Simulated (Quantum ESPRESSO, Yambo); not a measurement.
# WS2 (Tungstenite): G0W0 in Yambo against the screening cutoff

How does the gap of WS2 (Tungstenite) converge in the screening cutoff?

Program: Yambo 5.3.0. Level of theory: PBE and many-body steps on it, plane waves. Results are calculated unless marked as measured.

**1. The structure**

Symmetry: P6_3/mmc, No. 194, hexagonal system. The conventional cell has a = 3.153 Å, b = 3.153 Å, c = 12.323 Å, α = 90.00°, β = 90.00°, γ = 120.00°. W has 6 S at 2.40 Å nearest. Nearest to S lie 3 W at 2.40 Å. Farther neighbours and most contacts between anions are not listed.

Coordinates:

```
W S
1.0
     3.15320    0.00000    0.00000
    -1.57660    2.73075    0.00000
     0.00000    0.00000   12.32300
W S
2 4
Direct
  0.33333 0.66667 0.25000
  0.66667 0.33333 0.75000
  0.33333 0.66667 0.62250
  0.66667 0.33333 0.12250
  0.33333 0.66667 0.87750
  0.66667 0.33333 0.37750
```

The cell and positions come from the Crystallography Open Database and are kept as given unless a step says otherwise. Spin-orbit coupling is left out unless a step names it.

**2. 1.5 Ha**

This step: Yambo 5.3.0; G0W0 on PBE, plane waves, norm-conserving pseudopotentials.

G0W0 replaces the xc potential by the self-energy, built once from these orbitals. Only a window of levels is corrected, while the sums run over the empty bands that the input names.

File gw7.in:

```
HF_and_locXC
gw0
dyson
ppa
em1d
rim_cut
RandQpts= 1000000
RandGvec= 1 RL
EXXRLvcs= 62 Ry
VXCRLvcs= 248 Ry
Chimod= "HARTREE"
% BndsRnXp
 1 | 106 |
%
NGsBlkXp= 3 Ry
% LongDrXp
 1 | 1 | 1 |
%
% GbndRnge
 1 | 106 |
%
DysSolver= "n"
ExtendOut
PPAPntXp= 27.21138 eV
% QPkrange
 1 | 1 | 25 | 28 |
 9 | 9 | 25 | 28 |
 13 | 13 | 25 | 28 |
%
```

Run with:

```console
OMP_NUM_THREADS=2 mpirun -n 4 yambo -F gw7.in -J gw7 -C gw7 > gw7.log
```

What it wrote:

```text
 Yambo, version 5.3.0

 [02] CORE Variables Setup
 =========================

  [... cell, symmetries and grids as in the set-up ...]

  [02.05] Energies & Occupations
  ==============================

  [X] === General ===
  [X] Electronic Temperature                        :  0.000000  0.000000 [eV K]
  [X] Bosonic    Temperature                        :  0.000000  0.000000 [eV K]
  [X] Finite Temperature mode                       : no
  [X] El. density                                   :  0.49006E+24 [cm-3]
  [X] Fermi Level                                   :  11.76937 [eV]

  [X] === Gaps and Widths ===
  [X] Conduction Band Min                           :  0.980635 [eV]
  [X] Valence Band Max                              :  0.000000 [eV]
  [X] Filled Bands                                  :  26
  [X] Empty Bands                                   :    27   342
  [X] Direct Gap                                    :  1.836911 [eV]
  [X] Direct Gap localized at k                     :  13
  [X] Indirect Gap                                  :  0.980635 [eV]
  [X] Indirect Gap between kpts                     :   1   9
  [X] Last valence band width                       :  1.836536 [eV]
  [X] 1st conduction band width                     :  1.369821 [eV]

 [03] Transferred momenta grid and indexing
 ==========================================

 IBZ Q-points                                      :  14
 BZ  Q-points                                      :   72

 K/Q-points units:
 rlu = crystal or reduced units; cc = cartesian coordinates; iku = interal k-units

 Q [ 1]         [rlu]:  0.000000  0.000000  0.000000
 Q [ 2]         [rlu]:  0.000000  0.000000 -0.500000
 Q [ 3]         [rlu]:  0.15111E-17  0.16667       0.0000
 Q [ 4]         [rlu]:  0.15111E-17  0.16667     -0.50000
 Q [ 5]         [rlu]:  0.30223E-17  0.33333       0.0000
 Q [ 6]         [rlu]:  0.30223E-17  0.33333     -0.50000
 Q [ 7]         [rlu]: -0.45334E-17 -0.50000       0.0000
 Q [ 8]         [rlu]: -0.45334E-17 -0.50000     -0.50000
 Q [ 9]         [rlu]:  0.166667  0.166667  0.000000
 Q [10]         [rlu]:  0.166667  0.166667 -0.500000
 Q [11]         [rlu]:  0.166667  0.333333  0.000000
 Q [12]         [rlu]:  0.166667  0.333333 -0.500000
 Q [13]         [rlu]:  0.333333  0.333333  0.000000
 Q [14]         [rlu]:  0.333333  0.333333 -0.500000

 [04] Coloumb potential Random Integration (RIM)
 ===============================================

  [04.01] RIM initialization
  ==========================

  * Diagonal components only detected *

  8 x (sBL volume)        :  0.038490 [a.u.]
  sBZ random points       :  1000000
  Points outside the sBZ  :   7994252
  RL volume               :  0.346412 [a.u.]
  Integrated volume       :  0.346661 [a.u.]

  [04.02] RIM integrals
  =====================

  Gamma point sphere radius             :  0.061245 [a.u.]
  Points outside the sphere             :   799469
  [Int_sBZ(q=0) 1/q^2]*(Vol_sBZ)^(-1/3) =:  7.611437
                                 should be <:  7.795600

  Summary of Coulomb integrals for non-metallic bands |Q|[au] RIM/Bare

  Q [1] 0.100000E-4 0.976376 * Q [2] 0.134907 0.907353
  Q [3] 0.202931 1.107436 * Q [4] 0.243682 1.050908
  Q [9] 0.351486 1.035411 * Q [10] 0.376487 1.026507
  Q [5] 0.405861 1.026478 * Q [6] 0.427695 1.021295
  Q [11] 0.536904 1.015299 * Q [12] 0.553594 1.013509
  Q [7] 0.608792 1.012328 * Q [8] 0.623560 1.011216
  Q [13] 0.702972 1.009176 * Q [14] 0.715800 1.008560

 [WARNING] [Xp] User bands 1-106 break level degeneracy

 [05] Dipoles
 ============

  [05.01] Setup: observables and procedures
  =========================================

  [WARNING] [x,Vnl] slows the Dipoles computation. To neglect it rename the ns.kb_pp file

 [06] Dynamic Dielectric Matrix (PPA)
 ====================================

 [WR./gw7//ndb.pp]---------------------------------------------------------------
  Brillouin Zone Q/K grids (IBZ/BZ)                :   14   72   14   72
  RL vectors                                       :   7665 [WF]
  Coulomb cutoff potential                         : none
  Electronic Temperature                           :  0.000000 [K]
  Bosonic    Temperature                           :  0.000000 [K]
  PPA    diel. fun.  energies                      : Perdew, Burke & Ernzerhof(X)+Perdew, Burke & Ernzerhof(C)
  wavefunctions                                    : Perdew, Burke & Ernzerhof(X)+Perdew, Burke & Ernzerhof(C)
  Global Gauge                                     : length
  X matrix size                                    :   79
  X band range                                     :    1  106
  X e/h energy range                               : -1.000000 -1.000000 [eV]
  X Time ordering                                  : R
  X Hxc Kernel                                     : HARTREE
  X Drude frequency                                :  0.000000  0.000000
  X poles                                          :  100.0000 [o/o]
  RL vectors in the sum                            :   7665
  [r,Vnl] included                                 : yes
  Field direction                                  :  0.577350E-5  0.577350E-5  0.577350E-5
  BZ energy Double Grid                            : no
  BZ energy DbGd points                            : 0
  BZ Q point size factor                           : -1.000000
  X Optical Averaged directions                    : none

 [07] Local Exchange-Correlation + Non-Local Fock
 ================================================

 [VXC] Plane waves :   47139
 [EXS] Plane waves :   5909

 QP @ state[ 1 ] K range:  1  1
 QP @ state[ 1 ] b range:  25  28
 QP @ state[ 2 ] K range:   9   9
 QP @ state[ 2 ] b range:  25  28
 QP @ state[ 3 ] K range:  13  13
 QP @ state[ 3 ] b range:  25  28

 [xc] Functional : Perdew, Burke & Ernzerhof(X)+Perdew, Burke & Ernzerhof(C)
 [xc] LIBXC used to calculate xc functional
  PP Number of Atomic Species                      :  2
  NLCC RL compoments                               :   47139
  PP Number of Atomic Species                      :  2
  NLCC RL compoments                               :   47139

 [xc] E_xc :  -24.47028 [Ha]
      E_xc :  -48.94055 [Ry]

  Local XC kind (lXC) : Perdew, Burke & Ernzerhof(X)+Perdew, Burke & Ernzerhof(C)
  Non-Local XC kind (nlXC) : Hartree-Fock

  Corrections @ K [1] :  [eV]
 <25|nlXC|25> = -15.44322 -0.14805E-16 <25|lXC|25> = -14.46050  0.47204E-16
 <26|nlXC|26> = -15.97986 -0.23879E-17 <26|lXC|26> = -15.59007  0.000000
 <27|nlXC|27> = -10.57749  0.76831E-18 <27|lXC|27> = -15.22415 -0.18882E-15
 <28|nlXC|28> = -10.57760  0.11204E-17 <28|lXC|28> = -15.22415 -0.37763E-15

  Corrections @ K [9] :  [eV]
 <25|nlXC|25> = -16.45784 -0.79533E-17 <25|lXC|25> = -15.19224  0.94408E-16
 <26|nlXC|26> = -16.45632 -0.14026E-17 <26|lXC|26> = -15.25949  0.47204E-15
[...]
Corrections @ K [13] :  [eV]
[...]
<26|nlXC|26> = -15.81804  0.40057E-17 <26|lXC|26> = -15.42149  0.14161E-15
 <27|nlXC|27> = -12.00200  0.18459E-17 <27|lXC|27> = -16.36582  0.000000
 <28|nlXC|28> = -12.00200  0.32700E-18 <28|lXC|28> = -16.36582 -0.94408E-16

 [08] Dyson equation: Newton solver
 ==================================

  [08.01] G0W0 (W PPA)
  ====================

  [  GW  ] Bands range     :    1  106
  [GW/PPA] G damping       :  0.100000 [eV]

  QP @ state[ 1 ] K range:  1  1
  QP @ state[ 1 ] b range:  25  28
  QP @ state[ 2 ] K range:   9   9
  QP @ state[ 2 ] b range:  25  28
  QP @ state[ 3 ] K range:  13  13
  QP @ state[ 3 ] b range:  25  28

   Sc/G bands                                       :    1  106
   Sc/G damping                                     :  0.100000 ev
   Sc bands terminator                              : no
   Sx RL components                                 :   5909

   QP @ state[ 1 ] K range                          :  1  1
   QP @ state[ 1 ] b range                          :  25  28
   QP @ state[ 2 ] K range                          :   9   9
   QP @ state[ 2 ] b range                          :  25  28
   QP @ state[ 3 ] K range                          :  13  13
   QP @ state[ 3 ] b range                          :  25  28
   GF energies kind                                 : Perdew, Burke & Ernzerhof(X)+Perdew, Burke & Ernzerhof(C)
   GF WF`s kind                                     : Perdew, Burke & Ernzerhof(X)+Perdew, Burke & Ernzerhof(C)
   Xs energies kind                                 : Perdew, Burke & Ernzerhof(X)+Perdew, Burke & Ernzerhof(C)
   Xs WF`s kind                                     : Perdew, Burke & Ernzerhof(X)+Perdew, Burke & Ernzerhof(C)

 [11] Game Over & Game summary
```

It took 1.8 min on 4 MPI ranks of Arm Neoverse V2, shared host; peak memory 2.9 GiB.

This step gave:

```yaml
g0w0_gap_on_the_points_computed: 1.260 eV
starting_gap_on_the_mesh: 0.9806 eV
k_of_the_valence_top: 0, 0, 0
k_of_the_conduction_bottom: 0.1667, 0.1667, 0
least_direct_g0w0_gap_on_the_computed_points: 2.492 eV
z_at_the_valence_top: 0.8021
z_at_the_conduction_bottom: 0.8088
```

The gap on the mesh goes from 0.98 eV to 1.26 eV, a correction of +0.28 eV.

**3. 2.5 Ha**

gw8.in, as its differences from gw7.in of step 2:

```diff
@@ -14,3 +14,3 @@
 %
-NGsBlkXp= 3 Ry
+NGsBlkXp= 5 Ry
 % LongDrXp
```

Run with:

```console
OMP_NUM_THREADS=2 mpirun -n 4 yambo -F gw8.in -J gw8 -C gw8 > gw8.log
```

What it wrote:

```text
 Yambo, version 5.3.0

 [02] CORE Variables Setup
 =========================

  [... cell, symmetries and grids as in the set-up ...]

  [02.05] Energies & Occupations
  ==============================

  [X] === General ===
  [X] Electronic Temperature                        :  0.000000  0.000000 [eV K]
  [X] Bosonic    Temperature                        :  0.000000  0.000000 [eV K]
  [X] Finite Temperature mode                       : no
  [X] El. density                                   :  0.49006E+24 [cm-3]
  [X] Fermi Level                                   :  11.76937 [eV]

  [X] === Gaps and Widths ===
  [X] Conduction Band Min                           :  0.980635 [eV]
  [X] Valence Band Max                              :  0.000000 [eV]
  [X] Filled Bands                                  :  26
  [X] Empty Bands                                   :    27   342
  [X] Direct Gap                                    :  1.836911 [eV]
  [X] Direct Gap localized at k                     :  13
  [X] Indirect Gap                                  :  0.980635 [eV]
  [X] Indirect Gap between kpts                     :   1   9
  [X] Last valence band width                       :  1.836536 [eV]
  [X] 1st conduction band width                     :  1.369821 [eV]

 [03] Transferred momenta grid and indexing
 ==========================================

 IBZ Q-points                                      :  14
 BZ  Q-points                                      :   72

 K/Q-points units:
 rlu = crystal or reduced units; cc = cartesian coordinates; iku = interal k-units

 Q [ 1]         [rlu]:  0.000000  0.000000  0.000000
 Q [ 2]         [rlu]:  0.000000  0.000000 -0.500000
 Q [ 3]         [rlu]:  0.15111E-17  0.16667       0.0000
[...]
Local XC kind (lXC) : Perdew, Burke & Ernzerhof(X)+Perdew, Burke & Ernzerhof(C)
  Non-Local XC kind (nlXC) : Hartree-Fock

  Corrections @ K [1] :  [eV]
 <25|nlXC|25> = -15.44322 -0.14805E-16 <25|lXC|25> = -14.46050  0.47204E-16
 <26|nlXC|26> = -15.97986 -0.23879E-17 <26|lXC|26> = -15.59007  0.000000
 <27|nlXC|27> = -10.57749  0.76831E-18 <27|lXC|27> = -15.22415 -0.18882E-15
[...]
Corrections @ K [9] :  [eV]
[...]
Corrections @ K [13] :  [eV]
[...]
<27|nlXC|27> = -12.00200  0.18459E-17 <27|lXC|27> = -16.36582  0.000000
 <28|nlXC|28> = -12.00200  0.32700E-18 <28|lXC|28> = -16.36582 -0.94408E-16

 [08] Dyson equation: Newton solver
 ==================================

  [08.01] G0W0 (W PPA)
  ====================

  [  GW  ] Bands range     :    1  106
  [GW/PPA] G damping       :  0.100000 [eV]

  QP @ state[ 1 ] K range:  1  1
  QP @ state[ 1 ] b range:  25  28
  QP @ state[ 2 ] K range:   9   9
  QP @ state[ 2 ] b range:  25  28
  QP @ state[ 3 ] K range:  13  13
  QP @ state[ 3 ] b range:  25  28

   Sc/G bands                                       :    1  106
   Sc/G damping                                     :  0.100000 ev
   Sc bands terminator                              : no
   Sx RL components                                 :   5909

   QP @ state[ 1 ] K range                          :  1  1
   QP @ state[ 1 ] b range                          :  25  28
   QP @ state[ 2 ] K range                          :   9   9
   QP @ state[ 2 ] b range                          :  25  28
   QP @ state[ 3 ] K range                          :  13  13
   QP @ state[ 3 ] b range                          :  25  28
   GF energies kind                                 : Perdew, Burke & Ernzerhof(X)+Perdew, Burke & Ernzerhof(C)
   GF WF`s kind                                     : Perdew, Burke & Ernzerhof(X)+Perdew, Burke & Ernzerhof(C)
   Xs energies kind                                 : Perdew, Burke & Ernzerhof(X)+Perdew, Burke & Ernzerhof(C)
   Xs WF`s kind                                     : Perdew, Burke & Ernzerhof(X)+Perdew, Burke & Ernzerhof(C)

 [11] Game Over & Game summary
```

Run time: 1.9 min. Hardware: 4 MPI ranks; peak memory 2.9 GiB; 13 min of CPU time.

This step gave:

| Item | Value |
| --- | --- |
| G0W0 gap on the points computed | 1.279 eV |
| starting gap on the mesh | 0.9806 eV |
| k of the valence top | 0, 0, 0 |
| k of the conduction bottom | 0.1667, 0.1667, 0 |
| least direct G0W0 gap on the computed points | 2.501 eV |
| Z at the valence top | 0.7986 |
| Z at the conduction bottom | 0.8060 |

Against the run before, the gap moves by +0.019 eV.

(Part 1 of 2 ends here.)

[Paths, hosts, dates, memory and timing lines, banners, echoed tables and standing remarks are left out of the program output.]

[Logs are printed without paths, hosts, clocks, repeated set-up lines and the standing remarks that a program may print on its own settings, such as how far it seeks lower states.]

[Runs of the session that timed out or met a known fault of the program may be left out.]

[Hosts, paths, dates, database ids (printed as entryN), source tags and the programs' standing remarks are cut or masked in the printed files.]
